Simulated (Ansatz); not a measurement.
# Localised basis functions on amorphous carbon (79 atoms)

Wanted: errors and times of a linear-scaling basis for amorphous carbon (79 atoms). A setting counts as converged where the r.m.s. difference of forces stays under 1 % of the r.m.s. force.

Method: Kohn-Sham DFT, PBE, PAW (set soft_2), plane waves, in Ansatz 0.2.0.

### 1. Set-up

The cell holds 79 atoms: 79 C. Its edges and angles: a = 9.529 Å, b = 9.529 Å, c = 9.529 Å, α = 90.0°, β = 90.0°, γ = 90.0°. 79 atoms (79 C) placed at random at 1.82 g/cm³, melted at 6000 K for 10 ps at fixed volume with the LCBOP (Los and Fasolino, Phys. Rev. B 68, 024107 (2003)). Quenched from 6000 K to 500 K at 500 K/ps and fixed volume, held 5 ps.

Limits known from the start: The quench rate of 500 K/ps is many orders above laboratory rates, so the cell is likely richer in defects and strain than a real sample. The network of bonds at the start is that of the classical potential that made the cell, and needn't be the one that DFT or experiment would give.

### 2. Plane-wave single point

The first run fixes the reference, at a cutoff of 420 eV.

input.yaml

```yaml
crystal:
  lattice:
    - [9.529, 0.0, 0.0]
    - [0.0, 9.529, 0.0]
    - [0.0, 0.0, 9.529]
  atoms:
    - { symbol: C, position: [0.18446, 0.25522, 0.44489] }
    - { symbol: C, position: [0.87504, 0.93681, 0.41479] }
    - { symbol: C, position: [0.74714, 0.31119, 0.35953] }
    - { symbol: C, position: [0.54772, 0.34358, 0.61194] }
    - { symbol: C, position: [0.67892, 0.19374, 0.27503] }
    - { symbol: C, position: [0.17318, 0.21014, 0.58875] }
    - { symbol: C, position: [0.97743, 0.49345, 0.96787] }
    - { symbol: C, position: [0.55613, 0.48689, 0.97068] }
    - { symbol: C, position: [0.40698, 0.1041, 0.63856] }
    - { symbol: C, position: [0.62645, 0.37637, 0.05291] }
    - { symbol: C, position: [0.67976, 0.98166, 0.79694] }
    - { symbol: C, position: [0.46084, 0.65642, 0.50883] }
    - { symbol: C, position: [0.5611, 0.88586, 0.80117] }
    - { symbol: C, position: [0.54064, 0.50791, 0.81563] }
    - { symbol: C, position: [0.03224, 0.2145, 0.63582] }
    - { symbol: C, position: [0.10671, 0.92389, 0.08546] }
    - { symbol: C, position: [0.07103, 0.91004, 0.92619] }
    - { symbol: C, position: [0.95386, 0.75346, 0.24498] }
    - { symbol: C, position: [0.15839, 0.96078, 0.8257] }
    - { symbol: C, position: [0.90686, 0.68505, 0.49318] }
    - { symbol: C, position: [0.50272, 0.65357, 0.78249] }
    - { symbol: C, position: [0.19842, 0.10823, 0.83827] }
    - { symbol: C, position: [0.26649, 0.4943, 0.37454] }
    - { symbol: C, position: [0.66789, 0.10854, 0.70048] }
    - { symbol: C, position: [0.8542, 0.86401, 0.67166] }
    - { symbol: C, position: [0.91093, 0.36009, 0.01445] }
    - { symbol: C, position: [0.61475, 0.43093, 0.71618] }
    - { symbol: C, position: [0.13884, 0.15859, 0.33237] }
    - { symbol: C, position: [0.62676, 0.9494, 0.21785] }
    - { symbol: C, position: [0.13431, 0.15811, 0.97854] }
    - { symbol: C, position: [0.24977, 0.11434, 0.23007] }
    - { symbol: C, position: [0.89383, 0.2071, 0.62894] }
    - { symbol: C, position: [0.61033, 0.8048, 0.16579] }
    - { symbol: C, position: [0.38259, 0.38345, 0.12536] }
    - { symbol: C, position: [0.41284, 0.50739, 0.44706] }
    - { symbol: C, position: [0.956, 0.54338, 0.83426] }
    - { symbol: C, position: [0.37824, 0.53143, 0.13694] }
    - { symbol: C, position: [0.1829, 0.06183, 0.1015] }
    - { symbol: C, position: [0.97794, 0.15737, 0.32014] }
    - { symbol: C, position: [0.8195, 0.90987, 0.8054] }
    - { symbol: C, position: [0.95745, 0.54942, 0.46295] }
    - { symbol: C, position: [0.54957, 0.76118, 0.89154] }
    - { symbol: C, position: [0.54646, 0.73929, 0.04498] }
    - { symbol: C, position: [0.474, 0.90912, 0.42789] }
    - { symbol: C, position: [0.87694, 0.0456, 0.31623] }
    - { symbol: C, position: [0.48895, 0.59454, 0.05535] }
    - { symbol: C, position: [0.14869, 0.6464, 0.14837] }
    - { symbol: C, position: [0.16064, 0.39534, 0.41386] }
    - { symbol: C, position: [0.64644, 0.42958, 0.37163] }
    - { symbol: C, position: [0.01634, 0.24721, 0.01092] }
    - { symbol: C, position: [0.78799, 0.10356, 0.60883] }
    - { symbol: C, position: [0.59681, 0.69481, 0.29558] }
    - { symbol: C, position: [0.52886, 0.40428, 0.47313] }
    - { symbol: C, position: [0.91026, 0.29932, 0.35906] }
    - { symbol: C, position: [0.83506, 0.96653, 0.56321] }
    - { symbol: C, position: [0.50457, 0.7487, 0.4039] }
    - { symbol: C, position: [0.02585, 0.56639, 0.08961] }
    - { symbol: C, position: [0.46791, 0.70883, 0.65014] }
    - { symbol: C, position: [0.26916, 0.16151, 0.69802] }
    - { symbol: C, position: [0.8526, 0.5913, 0.73094] }
    - { symbol: C, position: [0.52721, 0.20024, 0.22258] }
    - { symbol: C, position: [0.87478, 0.71112, 0.64038] }
    - { symbol: C, position: [0.67233, 0.55342, 0.29054] }
    - { symbol: C, position: [0.76564, 0.40975, 0.08067] }
    - { symbol: C, position: [0.43749, 0.96755, 0.56825] }
    - { symbol: C, position: [0.25926, 0.57298, 0.22951] }
    - { symbol: C, position: [0.47129, 0.8668, 0.67657] }
    - { symbol: C, position: [0.73458, 0.05176, 0.24736] }
    - { symbol: C, position: [0.5352, 0.19249, 0.64798] }
    - { symbol: C, position: [0.00422, 0.41493, 0.41203] }
    - { symbol: C, position: [0.9158, 0.79317, 0.38769] }
    - { symbol: C, position: [0.78506, 0.52674, 0.18454] }
    - { symbol: C, position: [0.92382, 0.89205, 0.90422] }
    - { symbol: C, position: [0.08283, 0.79358, 0.16802] }
    - { symbol: C, position: [0.90599, 0.62344, 0.16894] }
    - { symbol: C, position: [0.7552, 0.48244, 0.69954] }
    - { symbol: C, position: [0.50768, 0.31205, 0.1256] }
    - { symbol: C, position: [0.40944, 0.10044, 0.25683] }
    - { symbol: C, position: [0.49366, 0.98292, 0.30143] }
kpoints:
  mp_grid: { grid: [2, 2, 2] }
hamiltonian:
  xc: pbe
scf:
  occupations: { method: fermi_dirac, width: 0.025 }
output:
  forces: true
  stress: true
  populations: true
  dos:
    method: { smearing: { sigma: 0.08 } }
    de: 0.1
    projected: { site_lists: { C: [C] } }
  eigenvalues: true
  write_density: true
  write_potential: true
  volumetric_format: npy
```

Command:

```bash
ansatz run input.yaml --threads 4 --pin off --max-ram 8192MiB --backend cpu --events-out ev --progress --plain --runs-dir out
```

Numbers of over 12 decimals in the logs are rounded to 6 here.

Output:

```text
Engine: ansatz 0.2.0, x86_64-unknown-linux-gnu
Pseudopotentials: kind: paw
Pseudopotential: C, paw, valence charge 4, recommended cutoff 420 eV (normal), C.paw.azcp
[... 5 lines on functional and potentials left out ...]
Crystal: 79 atoms, lattice volume = 865.251 Å³
Basis set: ecut = 420 eV, 16879 PW (Γ), exchange–correlation on 128×128×128 points (8 copies of the dense FFT grid, shifted against one another)
Bands: 237, of which v1, the nominal top of the filled ones, is band 158 counted from 1 (157 counted from 0)
Symmetry: 1 space group operations
Space group: P1 (ITA 1), of the structure as read, at distance tolerance 9.5e-5 Å
k-points: 8
[... 3 lines on functional and potentials left out ...]
Initial density: superposition of atomic densities (neutral atoms: chi_scale 0, normalization atom), corrected by the library's trained network
Initial wavefunctions: pseudopotential atomic-orbital guess
Functional: x = pbe(κ = 0.804, μ = 0.219515), c = pbe(β = 0.066725)
SCF iter   1: F=—  HF=-19740.112923 eV  |F-HF|=—  |Δ(HF+E_count)|=         —  Δρ=1.65e-2  dr2=5.50e0  ethr=1.77e-3  ⟨swp⟩=6.0  Hψ=8362  notcnv=0  defer=358
preconditioner: auto → LDOS  [metal: Δε(μ)=0.004 eV  Ē_g=13.225 eV  σ=0.025 eV  W_gap=0.04  n_scr=178 (ndim 8)  ℏωp=22.4 eV  f_vac=0.137  D(μ)=24.72/eV (n_scr^D=170)  β→1.0]
SCF iter   2: F=—  HF=-19739.672274 eV  |F-HF|=—  |Δ(HF+E_count)|=   4.41e-1  Δρ=7.38e-3  dr2=7.50e-1  ethr=1.74e-3  ⟨swp⟩=2.0  Hψ=2278  notcnv=0  defer=518
SCF iter   3: F=—  HF=-19739.615925 eV  |F-HF|=—  |Δ(HF+E_count)|=   5.63e-2  Δρ=3.18e-3  dr2=1.45e-1  ethr=2.37e-4  ⟨swp⟩=2.0  Hψ=2397  notcnv=0  defer=518
SCF iter   4: F=—  HF=-19739.609189 eV  |F-HF|=—  |Δ(HF+E_count)|=   6.74e-3  Δρ=1.65e-3  dr2=4.04e-2  ethr=4.60e-5  ⟨swp⟩=2.0  Hψ=2474  notcnv=0  defer=518
SCF iter   5: F=—  HF=-19739.607012 eV  |F-HF|=—  |Δ(HF+E_count)|=   2.18e-3  Δρ=7.47e-4  dr2=8.07e-3  ethr=1.28e-5  ⟨swp⟩=2.0  Hψ=1620  notcnv=0  defer=518
SCF iter   6: F=—  HF=-19739.606623 eV  |F-HF|=—  |Δ(HF+E_count)|=   3.89e-4  Δρ=3.10e-4  dr2=1.38e-3  ethr=2.55e-6  ⟨swp⟩=2.2  Hψ=1984  notcnv=0  defer=518
SCF iter   7: F=—  HF=-19739.606566 eV  |F-HF|=—  |Δ(HF+E_count)|=   5.63e-5  Δρ=1.17e-4  dr2=1.84e-4  ethr=4.35e-7  ⟨swp⟩=2.0  Hψ=2030  notcnv=0  defer=518
SCF iter   8: F=—  HF=-19739.606571 eV  |F-HF|=—  |Δ(HF+E_count)|=   4.46e-6  Δρ=5.28e-5  dr2=3.99e-5  ethr=5.83e-8  ⟨swp⟩=2.4  Hψ=2421  notcnv=0  defer=518
SCF iter   9: F=—  HF=-19739.607763 eV  |F-HF|=—  |Δ(HF+E_count)|=   1.19e-3  Δρ=2.61e-5  dr2=9.77e-6  ethr=1.26e-8  ⟨swp⟩=1.4  Hψ=2191  notcnv=0  defer=518
SCF iter  10: F=—  HF=-19739.607762 eV  |F-HF|=—  |Δ(HF+E_count)|=   6.75e-7  Δρ=1.33e-5  dr2=2.78e-6  ethr=3.09e-9  ⟨swp⟩=2.8  Hψ=2168  notcnv=0  defer=518
SCF iter  11: F=—  HF=-19739.607762 eV  |F-HF|=—  |Δ(HF+E_count)|=   2.05e-7  Δρ=5.66e-6  dr2=4.67e-7  ethr=8.80e-10  ⟨swp⟩=2.0  Hψ=1546  notcnv=0  defer=518
SCF iter  12: F=-19739.607762 eV  HF=-19739.607762 eV  |F-HF|=5.64e-8  |Δ(HF+E_count)|=   2.95e-8  Δρ=2.37e-6  dr2=7.91e-8  ethr=3.16e-11  ⟨swp⟩=26.9  Hψ=17563  notcnv=0
SCF 1 converged in 12 iterations: F = -19739.607762 eV  dr2 = 7.91e-8
  greatest PAW one-centre occupation: 0.691 electrons in one spin orbital (limit 2), on the C atom at site 18 (counted from 0), in its partial waves of l = 0
SCF converged after 12 iterations
Free energy (F): -19739.607762 eV
Harris-Foulkes:  -19739.607762 eV  (|F-HF|=5.64e-8)
Internal energy: -19739.544416 eV  (E = F + TS)
E sigma→0 (E₀):  -19739.576089 eV
Entropy (-TS):   -0.063346 eV (-0.802 meV/atom)
Fermi energy:    4.540378 eV
--- Per-component energies (eV) ---
  E_band       = -1205.416214
  E_kinetic    = 6936.752157
  E_local      = -16535.381785  (includes V_loc(G=0)·N_el)
  E_nonlocal   = 2121.795090
  E_hartree    = 5682.294622
  E_xc         = -3712.094852
  E_vxc        = -4590.431353  (∫ρ·V_xc dr)
  E_paw        = -7820.292778  (= ΣΔE_a)
  E_vpaw       = -502.740385  (= ΣTr[D̂ρ^β])
  E_aug_tail   = 0.000555  (compensation charges beyond the density's cutoff)
  E_ewald      = -6412.617425
  E_smearing   = -0.063346  (= −TS)
  E_closure    = -0.000000  (closes the sum)
  Σ components = -19739.607762   (vs F -19739.607762, Δ=0.00e0)
--- Forces (eV/Å), atoms counted from 1 ---
  atom   1  C      1.38464133    -2.21679535     0.72352598
  atom   2  C      1.49747963    -3.37449681     4.28356188
  atom   3  C      1.58559020    -2.96028648    -3.34331740
  atom   4  C      0.01986715    -3.34461162     0.73013249
  atom   5  C     -0.87170774    -0.66183537     1.02551509
  atom   6  C      0.55404410    -0.51942419     4.88456579
  atom   7  C      0.49840911     0.18233262    -2.95504772
  atom   8  C      0.02471120     1.20104756    -3.72029685
  atom   9  C      1.90898022     2.07185452    -0.72599356
  atom  10  C     -3.88046007    -0.31503295    -0.90219770
  atom  11  C     -2.82576625     1.88377481    -1.56772082
  atom  12  C     -1.33945269    -1.82957767    -0.15751813
  atom  13  C     -0.18510785     0.51160402     1.27235872
  atom  14  C      0.02489429     2.11317569     5.36479739
[...]
atom  78  C      2.82790720     2.08642145    -0.31550548
  atom  79  C     -1.33034493     0.06071490    -0.10099410
  max |Σ_I F_I| component: 1.91e-4 eV/Å
--- Stress (GPa, compression-positive) ---
      -17.163614       0.522021      -0.791028
        0.522020     -11.756628      -3.384020
       -0.791027      -3.384020      -9.012071
  P = ⅓ Tr σ = -12.6441 GPa (-126.441 kbar)
--- Band table (eV; the first three rows and the last of 8) ---
  k-point 0: bands = ["-14.3593", "-13.9336", "-13.8600", "-13.7070", [... 221 levels ...], "12.6948", "12.7426", "12.8725", "12.9088", "13.0209", "13.1163", "13.1633", "13.2385", "13.3327", "13.3766", "13.4241", "13.5219"]
[...]
--- Löwdin populations: 79 sites ---
  site symbol       q [e]
     0      C      3.9613
     1      C      3.9318
     2      C      3.9783
[...]
78      C      3.9196
  spilling = 0.009541 (of n_electrons = 316.000000)
```

Run time: 22 s. Hardware: 4 threads of AMD EPYC 9R45, shared host; peak memory 4.4 GiB.

Reading the cycles: dr2 is the Hartree energy of the density residual (eV), the measure of convergence; HF is the Harris–Foulkes estimate of the energy, which meets the free energy F at convergence.

Read from the output:

- free energy: -19739.6078 eV
- free energy per atom: -249.8685 eV/atom
- SCF cycles: 12
- pressure: -12.64 GPa
- r.m.s. force component: 1.753 eV/Å
- longest force: 6.06 eV/Å
- Fermi energy: 4.54 eV
- levels partly filled by over 2 per cent: 25
- spilling of the projection: 0.009541

The r.m.s. force component of 1.8 eV/Å sets the scale for the differences below.

### 3. Support functions medium

The cell is solved in localised support functions. The level medium gives here a grid of 48×48×48 points and a radius of 3.46 Å.

This step: Kohn-Sham DFT, PBE, PAW (set soft_2), localised support functions (medium) (Ansatz 0.2.0).

input.yaml, the sections that differ from step 2:

```yaml
scf:
  occupations: { method: fermi_dirac, width: 0.025 }
  eigensolver: { kind: { support_functions: { accuracy: medium } } }
  max_iter: 150
output:
  forces: true
  eigenvalues: true
# crystal, kpoints, hamiltonian: as in step 2
```

Output:

```text
Warning: scf.eigensolver.kind.support_functions: disabling space-group detection — the functions' gradient is summed over unrotated k-points, so no spatial operation reduces the k-mesh or symmetrises the density; time reversal is kept, so that k and −k are solved as one point where they differ and the mesh holds both, and exact exchange and, on two spinor components, a DFT+U term hold to it where the run has them: [...]
settings of this run that can trade accuracy for cost: scf.eigensolver.kind.support_functions [...]
[...]
Crystal: 79 atoms, lattice volume = 865.251 Å³
Basis set: ecut = 420 eV, 16879 PW (Γ), exchange–correlation on 128×128×128 points (8 copies of the dense FFT grid, shifted against one another)
Bands: 190, of which v1, the nominal top of the filled ones, is band 158 counted from 1 (157 counted from 0)
Symmetry: 1 space group operations
k-points: 8
[...]
Eigensolver: Support functions (medium, 48×48×48 points, laid for a spacing of at most 0.228497 Å, radius 3.459905 Å, 7 sites without an atom, 1 species' potentials softened for the grid, 1 wholly corrected for its errors in the mean over positions, 1 with the egg-box correction, energy correction by stochastic trace)
[...]
SCF iter   1: F=—  HF=-19742.430602 eV  |F-HF|=—  |Δ(HF+E_count)|=         —  Δρ=8.79e-2  dr2=7.75e1  ethr=1.00e-1
[...]
SCF iter  23: F=—  HF=-19739.874958 eV  |F-HF|=—  |Δ(HF+E_count)|=   1.86e-4  Δρ=1.15e-5  dr2=3.69e-6  ethr=2.45e-9  κ⁻¹=2.7e-3(r=7)
SCF iter  24: F=-19739.874958 eV  HF=-19739.874959 eV  |F-HF|=7.41e-7  |Δ(HF+E_count)|=   5.28e-7  Δρ=8.16e-6  dr2=1.52e-6  ethr=1.17e-9
SCF 1 converged in 24 iterations: F = -19739.880734 eV  dr2 = 1.52e-6
[...]
SCF converged after 24 iterations
Stability not checked: this state was not tested for a lower state beside it, because the mixer in use, unlike msr1, does not test its closes by its own steps (another_mixer; see scf.mixing.algorithm and scf.lower_state_search)
Free energy (F): -19739.880734 eV
[...]
Internal energy: -19739.817418 eV  (E = F + TS)
E sigma→0 (E₀):  -19739.849076 eV
Entropy (-TS):   -0.063316 eV (-0.801 meV/atom)
Fermi energy:    4.539962 eV
[...]
Σ components = -19739.880734   (vs F -19739.880734, Δ=0.00e0)
--- Forces (eV/Å), atoms counted from 1 ---
  atom   1  C      1.38411293    -2.21471690     0.72379779
  atom   2  C      1.49769570    -3.37398955     4.28289149
  atom   3  C      1.58519886    -2.95982147    -3.34351626
  atom   4  C      0.02054409    -3.34403481     0.72998984
[...]
atom  79  C     -1.33140113     0.06038166    -0.09866716
  max |Σ_I F_I| component: 7.93e-4 eV/Å
--- Band table (eV; the first three rows and the last of 8) ---
[...]
```

The job ended after 69 s (4 threads; peak memory 2.2 GiB).

The program notes that the band table was not solved further than the SCF left it and it switched symmetry off.

Keys that differ from the reference: support_functions.accuracy = "medium" and scf.max_iter = 150.

Forces differ from the reference by 1.2 meV/Å r.m.s., 0.066 % of their size, well within a tolerance of 1 %; the energy by -3.5 meV/atom. It took 69 s and 24 cycles; the reference's time can't be set against it, since the two runs asked for unlike analyses.

### 4. Support functions low

The level low is asked for. Here it resolves to the same grid and radius as in the run with support functions medium, so the basis is not new.

This step: Kohn-Sham DFT, PBE, PAW (set soft_2), localised support functions (low) (Ansatz 0.2.0).

input.yaml, the sections that differ from step 3:

```yaml
scf:
  occupations: { method: fermi_dirac, width: 0.025 }
  eigensolver: { kind: { support_functions: { accuracy: low } } }
  max_iter: 150
# crystal, kpoints, hamiltonian, output: as in step 3
```

Output:

```text
[...]
Crystal: 79 atoms, lattice volume = 865.251 Å³
Basis set: ecut = 420 eV, 16879 PW (Γ), exchange–correlation on 128×128×128 points (8 copies of the dense FFT grid, shifted against one another)
Bands: 190, of which v1, the nominal top of the filled ones, is band 158 counted from 1 (157 counted from 0)
Symmetry: 1 space group operations
k-points: 8
[...]
Eigensolver: Support functions (low, 48×48×48 points, laid for a spacing of at most 0.228497 Å, radius 3.459905 Å, 7 sites without an atom, 1 species' potentials softened for the grid, 1 wholly corrected for its errors in the mean over positions, 1 with the egg-box correction, energy correction by stochastic trace)
[...]
SCF iter   1: F=—  HF=-19742.433753 eV  |F-HF|=—  |Δ(HF+E_count)|=         —  Δρ=8.79e-2  dr2=7.75e1  ethr=1.00e-1
[...]
SCF iter  21: F=—  HF=-19739.874388 eV  |F-HF|=—  |Δ(HF+E_count)|=   2.32e-4  Δρ=2.61e-5  dr2=1.99e-5  ethr=1.50e-8  κ⁻¹=4.0e-3(r=7)
SCF iter  22: F=-19739.874596 eV  HF=-19739.874600 eV  |F-HF|=3.95e-6  |Δ(HF+E_count)|=   2.12e-4  Δρ=1.67e-5  dr2=7.73e-6  ethr=6.30e-9
SCF 1 converged in 22 iterations: F = -19739.880743 eV  dr2 = 7.73e-6
[...]
SCF converged after 22 iterations
[...]
Free energy (F): -19739.880743 eV
[...]
Internal energy: -19739.817424 eV  (E = F + TS)
E sigma→0 (E₀):  -19739.849083 eV
Entropy (-TS):   -0.063319 eV (-0.802 meV/atom)
Fermi energy:    4.539838 eV
[...]
Σ components = -19739.880743   (vs F -19739.880743, Δ=0.00e0)
--- Forces (eV/Å), atoms counted from 1 ---
  atom   1  C      1.38374825    -2.21462896     0.72389058
  atom   2  C      1.49775719    -3.37375470     4.28262594
  atom   3  C      1.58533720    -2.95982888    -3.34359476
  atom   4  C      0.02072174    -3.34399321     0.72996860
[...]
atom  79  C     -1.33110785     0.06035964    -0.09878389
  max |Σ_I F_I| component: 1.93e-3 eV/Å
--- Band table (eV; the first three rows and the last of 8) ---
[...]
```

Run time: 61 s. Hardware: 4 threads; peak memory 2.2 GiB; 3.6 min of CPU time.

Keys that differ from the reference: support_functions.accuracy = "low" and scf.max_iter = 150.

Forces differ from the reference by 1.2 meV/Å r.m.s., 0.068 % of their size, well within a tolerance of 1 %; the energy by -3.5 meV/atom. It took 61 s and 22 cycles; the reference's time can't be set against it, since the two runs asked for unlike analyses.

(Part 1 of 3 ends here.)

[Logs are printed without paths, hosts, clocks, repeated set-up lines and the standing remarks that a program may print on its own settings, such as how far it seeks lower states.]

[Hosts, paths, dates, database ids (printed as entryN), source tags and the programs' standing remarks are cut or masked in the printed files.]
